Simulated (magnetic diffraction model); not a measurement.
**Yb2Be2V: what an assumed order does to the neutron pattern**

Space group Immm (no. 71), a = 4.1390 Å, b = 5.2980 Å, c = 8.3920 Å.

| site | atom | x | y | z |
| --- | --- | --- | --- | --- |
| 4j | Yb | 0 | 1/2 | 0.7932 |
| 2a | V | 0 | 0 | 0 |
| 4h | Be | 1/2 | 0.7336 | 0 |

The compound is invented for this exercise: a known structure type with other elements, its cell scaled to their sizes and not relaxed.

Only Yb is taken to order (form factors of Yb3+); orders and moment sizes are assumed, and not adapted to the symmetry. Radiation: neutrons of λ = 2.0775 Å, 3° to 90°; isotropic B of 0.47 Å² (Yb), 0.9 Å² (V) and 1.11 Å² (Be). Simulated constant-wavelength pattern: nuclear and magnetic terms add, the magnetic one as |2.695 fm × Σ f S⊥ exp(2πi Q·r) exp(−B s²)|², summed over all Q at one angle with the factor 1/(sin²θ cos θ). For collinear order S is the moment m, which repeats by lattice and centring translations R with the sign exp(−2πi k·R). Free-ion form factors, Sears's scattering lengths of 1992, no absorption; a label names one of the reflections at its angle. The strongest nuclear line in the range is 100, and lines under 0.2 are left out.

Assume the order k = (1/2 1/2 0), collinear moments along [010], 3.4 μB on Yb; signs + at (0, 1/2, 0.7932), + at (1/2, 0, 0.7068).

Predict the pattern, nuclear and magnetic parts apart.

```
2θ (°)         index  nuclear  magnetic
 18.32   (1/2 1/2 0)      0.0      58.4
 23.27  (1/2 -1/2 1)      0.0       6.3
 26.81       (0 1 1)     20.7       0.0
 28.67       (0 0 2)      4.7       0.0
 32.50       (1 0 1)     15.9       0.0
 34.24   (1/2 1/2 2)      0.0      33.4
 37.14       (1 1 0)     83.5       0.0
 37.30  (1/2 -3/2 0)      0.0       3.3
 40.10   (1/2 3/2 1)      0.0       0.7
 45.78  (3/2 -1/2 0)      0.0      12.8
 46.17       (0 2 0)      4.6       0.0
 47.58       (1 1 2)     96.0       0.0
 47.66  (1/2 -1/2 3)      0.0      12.4
 47.70  (1/2 -3/2 2)      0.0       8.6
 48.19   (3/2 1/2 1)      0.0       1.6
 49.66       (0 1 3)     23.0       0.0
 53.26       (1 0 3)     88.1       0.0
 54.92  (3/2 -1/2 2)      0.0      12.8
 55.26       (0 2 2)     97.4       0.0
 57.07   (3/2 3/2 0)      0.0       5.2
 57.60       (1 2 1)     60.6       0.0
 58.69   (1/2 3/2 3)      0.0       5.3
 59.14  (3/2 -3/2 1)      0.0       0.7
 59.35       (0 0 4)     22.5       0.0
 60.26       (2 0 0)     49.7       0.0
 60.79   (1/2 5/2 0)      0.0       0.5
 62.68   (1/2 1/2 4)      0.0       2.9
 65.07   (3/2 1/2 3)      0.0       6.4
 65.10   (3/2 3/2 2)      0.0       6.4
 67.13       (2 1 1)      7.9       0.0
 68.06       (2 0 2)      2.4       0.0
 68.57   (1/2 5/2 2)      0.0       2.0
 72.13       (1 1 4)     10.6       0.0
 72.23  (1/2 -3/2 4)      0.0       1.6
 73.10       (1 2 3)      1.5       0.0
 73.89       (0 3 1)      0.3       0.0
 74.47  (3/2 -3/2 3)      0.0       3.8
 76.35  (3/2 -5/2 0)      0.0       1.6
 77.75  (1/2 -5/2 3)      0.0       1.8
 78.05  (3/2 -1/2 4)      0.0       1.8
 78.15   (3/2 5/2 1)      0.0       0.2
 78.33       (0 2 4)      0.4       0.0
 78.84   (5/2 1/2 0)      0.0       4.0
 79.13       (2 2 0)      4.4       0.0
 79.44  (1/2 -1/2 5)      0.0       7.5
 79.51       (1 3 0)     37.6       0.0
 80.63  (5/2 -1/2 1)      0.0       0.6
 80.96       (0 1 5)     28.6       0.0
```
(The table stops after 48 lines; 12 more lie at higher angle.)

The strongest magnetic line in the range is (1/2 1/2 0) at 18.32° (58.4). On top of the Lorentz factor, which all lines share, magnetic lines fade with angle because f falls: for Yb3+ it is 0.97, 0.88, 0.76 and 0.51 at sin θ/λ = 0.1, 0.2, 0.3 and 0.5 Å⁻¹, while nuclear lengths stay constant. The order has no net moment.

[Logs are printed without paths, hosts, clocks, repeated set-up lines and the standing remarks that a program may print on its own settings, such as how far it seeks lower states.]
